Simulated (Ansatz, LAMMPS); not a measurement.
# Squeezing and shearing glassy 77SiO2-6B2O3-8CaO-8MgO (mol %) (142 atoms), part 2 of 3

How stiff is glassy 77SiO2-6B2O3-8CaO-8MgO (mol %) (142 atoms), and how do its levels respond to strain?

Ansatz 0.2.0; Kohn-Sham DFT, PBE, PAW (set soft_2), plane waves.

The cell: 37 Si, 6 B, 4 Ca, 4 Mg and 91 O. The quench rate of 1000 K/ps far exceeds what a furnace or splat quench reaches. The network of bonds at the start is that of the classical potential that made the cell. Only the Γ point is sampled.

So far. Step 2 (Single point at the start): The r.m.s. force at the start is 1.2 eV/Å. Step 3 (Cell and atoms relaxed): The relaxation converged after 50 steps, with a largest force component of 0.036 eV/Å.

## Step 4: Single point at the relaxed geometry

One more single point at the end of the walk gives the fuller output and checks the residual forces.

input.yaml

```yaml
crystal:
  lattice:
    - [12.44743, -0.23839, -0.08467]
    - [-0.23839, 12.089, -0.08849]
    - [-0.08467, -0.08849, 12.66728]
  atoms:
    - { symbol: Si, position: [0.32344, 0.1654, 0.42559] }
    - { symbol: Si, position: [0.22855, 0.33265, 0.58875] }
    - { symbol: Si, position: [0.9419, 0.48293, 0.36119] }
    - { symbol: Si, position: [0.00978, 0.37859, 0.05809] }
    - { symbol: Si, position: [0.66062, 0.26625, 0.18936] }
    - { symbol: Si, position: [0.76415, 0.61302, 0.04091] }
    [... 130 atom lines left out ...]
    - { symbol: O, position: [0.82416, 0.85439, 0.61214] }
    - { symbol: O, position: [0.01348, 0.48308, 0.5997] }
    - { symbol: O, position: [0.17655, 0.08056, 0.89407] }
    - { symbol: O, position: [0.33347, 0.89909, 0.64854] }
    - { symbol: O, position: [0.78344, 0.31769, 0.17914] }
    - { symbol: O, position: [0.23719, 0.12106, 0.33407] }
kpoints:
  mp_grid: { grid: [1, 1, 1] }
hamiltonian:
  xc: pbe
scf:
  occupations: { method: fixed }
output:
  forces: true
  stress: true
  populations: intrinsic
  dos:
    method: { smearing: { sigma: 0.15 } }
    de: 0.1
    projected: { site_lists: { B: [B], Ca: [Ca], Mg: [Mg], O: [O], Si: [Si] } }
  eigenvalues: true
  write_density: true
  write_potential: true
  volumetric_format: npy
```

Launch:

```
$ ansatz run input.yaml --threads 4 --pin off --max-ram 8192MiB --backend cpu --events-out ev --progress --plain --runs-dir out
```

The program printed:

```text
[...]
Crystal: 142 atoms, lattice volume = 1905.226 Å³
Basis set: ecut = 420 eV, 37227 PW (Γ), exchange–correlation on 180×162×180 points (8 copies of the dense FFT grid, shifted against one another)
Bands: 538, of which v1, the nominal top of the filled ones, is band 396 counted from 1 (395 counted from 0)
Symmetry: 1 space group operations
[...]
k-points: 1
[...]
SCF iter   1: F=—  HF=-91210.156525 eV  |F-HF|=—  |Δ(HF+E_count)|=         —  Δρ=2.41e-3  dr2=2.24e-1  ethr=1.77e-3  ⟨swp⟩=5.0  Hψ=2101  notcnv=0  defer=140
[...]
SCF iter  10: F=-91210.118104 eV  HF=-91210.118104 eV  |F-HF|=4.95e-9  |Δ(HF+E_count)|=   4.81e-8  Δρ=1.22e-6  dr2=2.57e-8  ethr=1.26e-11  ⟨swp⟩=23.0  Hψ=5718  notcnv=0
SCF 1 converged in 10 iterations: F = -91210.118104 eV  dr2 = 2.57e-8
[...]
WARN: The input density's exchange-correlation potential varies sharply where the density is thin. Do not read a vacuum level from v_tot or v_xc, or from such a field of the output density. On a cell that repeats whose density bears no net charge and no dipole along the vacuum's axis use v_es (v_loc + v_h of the components); [...]
SCF converged after 10 iterations
Free energy (F): -91210.118104 eV
[...]
Internal energy: -91210.118104 eV  (E = F + TS)
E sigma→0 (E₀):  -91210.118104 eV
Fermi energy:    3.911229 eV
[...]
--- Forces (eV/Å), atoms counted from 1 ---
  atom   1  Si     0.00886655    -0.02730226    -0.01584362
  atom   2  Si    -0.02507572     0.03168884     0.02585626
  atom   3  Si     0.01524748     0.00911310    -0.00805587
  atom   4  Si    -0.00385751    -0.00051934    -0.00184963
  atom   5  Si     0.00565283     0.01289457     0.00077358
  atom   6  Si     0.01129014     0.00245773    -0.00762122
  atom   7  Si    -0.02868937    -0.00093594     0.00074793
  atom   8  Si     0.00937700    -0.00057058     0.00423167
  atom   9  Si    -0.00496080    -0.00887834    -0.00237394
  atom  10  Si     0.01497490    -0.00286171    -0.00220499
  atom  11  Si     0.00562997     0.00142851    -0.00504054
  atom  12  Si    -0.00303320     0.00371446     0.00002104
  atom  13  Si    -0.00577975     0.01431349     0.00288763
  atom  14  Si     0.00009843    -0.01204681    -0.00630025
[...]
atom 141  O     -0.00428774    -0.00468087     0.00125585
  atom 142  O      0.00287700    -0.00435291     0.00129302
  max |Σ_I F_I| component: 3.03e-5 eV/Å
--- Stress (GPa, compression-positive) ---
        0.026007      -0.011596       0.005864
       -0.011595      -0.004969      -0.003214
        0.005864      -0.003212       0.040527
  P = ⅓ Tr σ = 0.0205 GPa (0.205 kbar)
--- Band table (eV) ---
[...]
--- intrinsic populations: 142 sites ---
  site symbol       q [e]
     0     Si      2.2744
     1     Si      2.3974
     2     Si      2.2735
[...]
141      O      6.9135
  spilling = 0.000000 (of n_electrons = 792.000000)
```

The job ended after 28 s (4 threads of Intel Xeon Platinum 8488C (Sapphire Rapids), shared host; peak memory 3.1 GiB).

The program notes that the exchange-correlation potential is rough where the density is thin.

The run gave:

* free energy: -91210.1181 eV
* free energy per atom: -642.3248 eV/atom
* SCF cycles: 10
* pressure: 0.02052 GPa
* r.m.s. force component: 0.0103 eV/Å
* longest force: 0.05402 eV/Å
* Fermi energy: 3.911 eV
* gap (highest filled to lowest empty level): 3.133 eV

Intrinsic-atomic-orbital charges by element and coordination:

```csv
element,coordination,atoms,mean charge (e),spread,least,most
B,all,6,0.600,0.0411,0.528,0.659
Ca,all,4,1.79,0.0162,1.78,1.81
Mg,all,4,1.66,0.0167,1.64,1.68
O,all,91,-0.889,0.130,-1.18,-0.584
Si,all,37,1.72,0.0434,1.60,1.77
```

States in the cell by windows of 1 eV, zero at the Fermi level; the larger projections on atomic orbitals stand beside the total:

```csv
from (eV),to (eV),total,O p,Si p,O s
-18,-17,18.6,0.3,2.0,14.2
-17,-16,9.4,0.2,1.0,7.2
-16,-15,1.7,0.0,0.2,1.2
-15,-12,0.0,0.0,0.0,0.0
-12,-11,0.8,0.5,0.0,0.0
-11,-10,14.1,9.3,0.5,0.5
-10,-9,22.0,14.8,1.4,0.9
-9,-8,26.8,18.8,2.6,1.1
-8,-7,45.8,34.1,7.5,0.9
-7,-6,44.0,33.6,6.6,0.8
-6,-5,49.3,39.4,4.6,2.1
-5,-4,72.7,63.0,4.3,2.5
-4,-3,103.5,94.7,3.6,2.1
-3,-2,89.9,84.9,1.8,1.1
-2,-1,59.4,56.4,1.2,0.5
-1,0,17.0,16.2,0.3,0.1
0,1,0.9,0.8,0.0,0.0
1,2,0.0,0.0,0.0,0.0
2,3,0.3,0.0,0.0,0.1
3,4,2.8,0.1,0.3,0.6
4,5,12.4,1.0,1.9,1.6
```

With fixed occupations the program's Fermi level is the highest filled level; weight inside the gap is the broadening of levels at its edges.

Between -26 and -18 eV lie 176 more states.

The levels nearest the highest filled one (over half full), pooled over k-points and spins:

```csv
level less the highest filled one (eV),occupation
-0.756,2
-0.684,2
-0.577,2
-0.427,2
-0.281,2
0,2
3.13,0
4.01,0
4.46,0
4.49,0
4.60,0
4.64,0
```

Electrostatic potential energy in the ab plane at fractional z = 0.392, with atoms of Si and Ca and Mg and O within 0.2 Å of it. With pseudopotentials it is smooth inside the atoms' cores, unlike the true potential.

Ten even steps from '0' (-45 eV) to '9' (10 eV), each cell a mean:
```
78888899999999999972136678522676666
15644688999999998887678788756888730
25300268999999998899999999999888841
77300378999999546899999999987667887
98655789999997214899999999874103689
96215899999988658999999999861001589
95114888878876678999999999874114789
98755467312665578999999999988778899
99863356202677644699999999999989999
98776678778888500278889999999867889
85247889999888733565675358889745667
64348999987667888742451028999875213
68899999873003788765675579999874001
89999999872003773248899999999987546
89999999987557861027899999999998535
99999999998888986455789999999999645
99999999999999987300268999999999999
99999999998888986200168999999999999
99999999986457523532579999999999999
99999999861014213788899999999999977
69999998762126768999999999999999411
79999999887678999999999999999998412
99999999999899999999899889999876567
99999999999999999984357778866764357
```
Columns run along a (12.5 Å; values clipped at the 3rd and 97th percentile), rows up along b (12.1 Å). Atoms in or near the plane, at fractional coordinates: Si at (0.54, 0.27), Ca at (0.85, 0.77), Mg at (0.33, 0.45), O at (0.26, 0.66), O at (0.99, 0.91), O at (0.45, 0.59), O at (0.49, 0.40), O at (0.66, 0.52), O at (0.96, 0.12).

Valence density in the ab plane at fractional z = 0.392, with atoms of Si and Ca and Mg and O within 0.2 Å of it. It is the smooth field of the valence electrons, not physical close to the nuclei.

Ten steps, logarithmic in the rise over the least value, from '0' (0 e/Å³) to '9' (13 e/Å³), each cell a mean:
```
53211111100000001247764223577532345
75322333210000001234543112455422468
75322333210001232211111001122111367
43222222100013565310000000012332234
13444210000024776310000000125776311
25775310111123554200000001136887411
35776322344322222100000001125665201
13454334687532232210000000011222000
01222235787422466521000000001222100
23443223454213588742122221112454311
36764211111112467532246653212465422
46763100001332233322357874211344322
33331000016995123333245652100122222
21100000016996246764212210000012444
31000000002442257874210000000013565
31000000011100135553211000000013565
10000000122110112322222210000001232
00000000122212233311233210000000000
10000000122224676432222210000000111
31000012332235677421111000000002355
52100023443223454210000000000013688
52000013443211111000000000000013677
21000011221110000012332101122223444
21000000000000000146754212455432222
```
Columns run along a (12.5 Å), rows up along b (12.1 Å). Atoms in or near the plane, at fractional coordinates: Si at (0.54, 0.27), Ca at (0.85, 0.77), Mg at (0.33, 0.45), O at (0.26, 0.66), O at (0.99, 0.91), O at (0.45, 0.59), O at (0.49, 0.40), O at (0.66, 0.52), O at (0.96, 0.12).

The highest filled and lowest empty levels differ by 3.13 eV (at Γ alone); a semilocal functional tends to put such gaps too low. In a disordered cell it changes from sample to sample, and tail or defect levels can set it. Mean intrinsic-atomic-orbital charges: B +0.60, Ca +1.79, Mg +1.66, O -0.89, Si +1.72 e.

## Step 5: Volume -3 %

The relaxed cell is scaled evenly and the atoms are relaxed again; the stress at the end gives one point of P(V).

input.yaml, the sections that differ from step 4:

```yaml
crystal:
  lattice:
    - [12.32169, -0.23598, -0.08381]
    - [-0.23598, 11.96688, -0.0876]
    - [-0.08381, -0.0876, 12.53932]
  atoms:
    [... the 142 atom lines of step 4 ...]
output:
  forces: true
  eigenvalues: true
  stress: true
relax:
  f_tol: 0.05
  max_steps: 70
# kpoints, hamiltonian, scf: as in step 4
```

The program printed:

```text
Warning: output.stress: scf.convergence.dr2_threshold = 1e-7 eV (the SCF's general default) is looser than the 1.08e-8 eV advised for a printed stress (1e-10 eV for each atom of the cell: 142, of which 108 are counted). What an SCF threshold leaves in a stress goes as its square root, and in the free energy as the threshold itself, and one threshold admits the most on a small cell: [...]
[...]
Crystal: 142 atoms, lattice volume = 1848.070 Å³
Basis set: ecut = 420 eV, 36065 PW (Γ), exchange–correlation on 180×162×180 points (8 copies of the dense FFT grid, shifted against one another)
Bands: 538, of which v1, the nominal top of the filled ones, is band 396 counted from 1 (395 counted from 0)
Symmetry: 1 space group operations
[...]
k-points: 1
[...]
SCF iter   1: F=—  HF=-91209.234024 eV  |F-HF|=—  |Δ(HF+E_count)|=         —  Δρ=2.45e-3  dr2=2.17e-1  ethr=1.77e-3  ⟨swp⟩=5.0  Hψ=2101  notcnv=0  defer=140
[...]
SCF iter   6: F=-91209.198822 eV  HF=-91209.198822 eV  |F-HF|=5.10e-7  |Δ(HF+E_count)|=   3.60e-5  Δρ=3.94e-5  dr2=2.74e-5  ethr=7.89e-9  ⟨swp⟩=18.0  Hψ=4600  notcnv=0
SCF 1 converged in 6 iterations: F = -91209.198822 eV  dr2 = 2.74e-5
[...]
relax step   1: F+E_penalty+E_count = -91209.19882150 eV  Δ(F+E_penalty+E_count) = +0.000e0 eV  max|allowed force component| = 5.907e-1 eV/Å  Δτ_max = 0.0000 Å  (6 SCF iters, dr2 threshold 6.25e-5 eV, accepted)
[...]
relax step   2: F+E_penalty+E_count = -91209.57376476 eV  Δ(F+E_penalty+E_count) = -3.749e-1 eV  max|allowed force component| = 3.433e-1 eV/Å  Δτ_max = 0.0497 Å  (6 SCF iters, dr2 threshold 2.18e-5 eV, accepted)
[...]
relax step   3: F+E_penalty+E_count = -91209.80949153 eV  Δ(F+E_penalty+E_count) = -2.357e-1 eV  max|allowed force component| = 1.637e-1 eV/Å  Δτ_max = 0.0883 Å  (7 SCF iters, dr2 threshold 7.37e-6 eV, accepted)
relax step   4: F+E_penalty+E_count = -91209.84039208 eV  Δ(F+E_penalty+E_count) = -3.090e-2 eV  max|allowed force component| = 1.918e-1 eV/Å  Δτ_max = 0.0318 Å  (6 SCF iters, dr2 threshold 6.09e-6 eV, accepted)
relax step   5: F+E_penalty+E_count = -91209.85792974 eV  Δ(F+E_penalty+E_count) = -1.754e-2 eV  max|allowed force component| = 1.143e-1 eV/Å  Δτ_max = 0.0322 Å  (6 SCF iters, dr2 threshold 8.36e-6 eV, accepted)
relax step   6: F+E_penalty+E_count = -91209.79152221 eV  Δ(F+E_penalty+E_count) = +6.641e-2 eV  max|allowed force component| = 4.400e-1 eV/Å  Δτ_max = 0.1321 Å  (7 SCF iters, dr2 threshold 4.63e-6 eV, rejected (line search))
relax step   7: F+E_penalty+E_count = -91209.86971766 eV  Δ(F+E_penalty+E_count) = -1.179e-2 eV  max|allowed force component| = 7.248e-2 eV/Å  Δτ_max = 0.0368 Å  (9 SCF iters, accepted)
relax step   8: F+E_penalty+E_count = -91209.87121492 eV  Δ(F+E_penalty+E_count) = -1.497e-3 eV  max|allowed force component| = 5.218e-2 eV/Å  Δτ_max = 0.0084 Å  (7 SCF iters, accepted)
relax step   9: F+E_penalty+E_count = -91209.87087716 eV  Δ(F+E_penalty+E_count) = +3.378e-4 eV  max|allowed force component| = 5.268e-2 eV/Å  Δτ_max = 0.0113 Å  (7 SCF iters, rejected (line search))
[...]
relax step  10: F+E_penalty+E_count = -91209.87263815 eV  Δ(F+E_penalty+E_count) = -1.423e-3 eV  max|allowed force component| = 1.846e-2 eV/Å  Δτ_max = 0.0054 Å  (7 SCF iters, accepted)
SCF converged after 7 iterations
Free energy (F): -91209.872638 eV
[...]
Internal energy: -91209.872638 eV  (E = F + TS)
E sigma→0 (E₀):  -91209.872638 eV
Fermi energy:    4.260371 eV
[...]
--- Forces (eV/Å), atoms counted from 1 ---
  atom   1  Si    -0.00648972    -0.00016293    -0.00351904
  atom   2  Si     0.00265361    -0.00167910    -0.00283254
  atom   3  Si    -0.00623038     0.01232759    -0.00136457
  atom   4  Si    -0.00013808     0.01229946     0.00629974
  atom   5  Si     0.00266180    -0.00627910     0.00461536
  atom   6  Si     0.00965091     0.01038442     0.00152407
  atom   7  Si    -0.00352579    -0.00709451    -0.00836044
  atom   8  Si    -0.01078009    -0.01846494     0.00839646
  atom   9  Si     0.00344122    -0.00002002    -0.00345526
  atom  10  Si     0.00346390     0.00419228    -0.00162580
  atom  11  Si    -0.00690047     0.00014819     0.00290463
  atom  12  Si    -0.00577957    -0.00493026    -0.00176294
  atom  13  Si    -0.00435585    -0.00119275     0.00956039
  atom  14  Si     0.00449490    -0.00390142     0.00091940
[...]
atom 141  O     -0.00025286     0.00387827    -0.00024399
  atom 142  O      0.00275715     0.00156970     0.00540622
  max |Σ_I F_I| component: 1.66e-4 eV/Å
--- Stress (GPa, compression-positive) ---
        1.297874      -0.085932      -0.028070
       -0.085930       1.366952      -0.022103
       -0.028070      -0.022100       1.231140
  P = ⅓ Tr σ = 1.2987 GPa (12.987 kbar)
--- Band table (eV) ---
[...]
--- Relaxed structure (10 steps of the walk, 8 accepted, 0 SCFs on fresh bases) ---
  F+E_penalty+E_count = -91209.87263815 eV   max|allowed force component| = 1.846e-2 eV/Å
  atoms:
    - { symbol: Si, position: [0.322871, 0.165891, 0.420242] }
    - { symbol: Si, position: [0.232200, 0.331815, 0.588364] }
    - { symbol: Si, position: [0.943560, 0.482057, 0.361970] }
    - { symbol: Si, position: [0.011003, 0.382784, 0.057207] }
[...]
- { symbol: O, position: [0.232953, 0.122889, 0.329442] }
```

The job ended after 3.1 min (4 threads; peak memory 3.1 GiB).

The program notes that the SCF threshold is loose for the stress.

The relaxation converged after 10 steps, 0.674 eV below its start, with a largest force component of 0.018 eV/Å.

Volume -3 %: the energy stands 0.245 eV above that of the reference, at a pressure of 1.30 GPa.

## Step 6: Volume +3 %

The relaxed cell is scaled to another volume.

Input and log are left out; they have the form of those shown for this kind of step.

The job ended after 3.2 min (4 threads of Intel Xeon Platinum 8488C (Sapphire Rapids), shared host; peak memory 3.2 GiB; 12 min of CPU time).

The relaxation converged after 10 steps, 0.659 eV below its start, with a largest force component of 0.038 eV/Å.

Volume +3 %: the energy stands 0.145 eV above that of the reference, at a pressure of -0.961 GPa.

## Step 7: Volume -6 %

The relaxed cell is scaled to another volume.

Input and log are left out; they have the form of those shown for this kind of step.

Wall time 4.4 min (4 threads of Intel Xeon Platinum 8488C (Sapphire Rapids), shared host); peak memory 3 GiB; 17 min of CPU time.

The relaxation converged after 14 steps, 2.89 eV below its start, with a largest force component of 0.028 eV/Å.

Volume -6 %: the energy stands 0.929 eV above that of the reference, at a pressure of 2.65 GPa.

## Step 8: Volume +6 %

The relaxed cell is scaled to another volume.

Input and log are left out; they have the form of those shown for this kind of step.

Elapsed: 8.8 min, on 4 threads of Intel Xeon Platinum 8488C (Sapphire Rapids), shared host; peak memory 3.3 GiB.

The relaxation converged after 26 steps, 2.67 eV below its start, with a largest force component of 0.045 eV/Å.

Volume +6 %: the energy stands 0.422 eV above that of the reference, at a pressure of -1.60 GPa.

## Step 9: Volume -10 %

The relaxed cell is scaled to another volume.

Input and log are left out; they have the form of those shown for this kind of step.

The job ended after 5.9 min (4 threads of Intel Xeon Platinum 8488C (Sapphire Rapids), shared host; peak memory 3 GiB; 22 min of CPU time).

The relaxation converged after 19 steps, 8.87 eV below its start, with a largest force component of 0.031 eV/Å.

Volume -10 %: the energy stands 2.54 eV above that of the reference, at a pressure of 4.44 GPa.

(Continued in part 3 of 3.)

[Long decimals in the printed logs are rounded to 6 places.]

[Logs are printed without paths, hosts, clocks, repeated set-up lines and the standing remarks that a program may print on its own settings, such as how far it seeks lower states.]

[Hosts, paths, dates, database ids (printed as entryN), source tags and the programs' standing remarks are cut or masked in the printed files.]
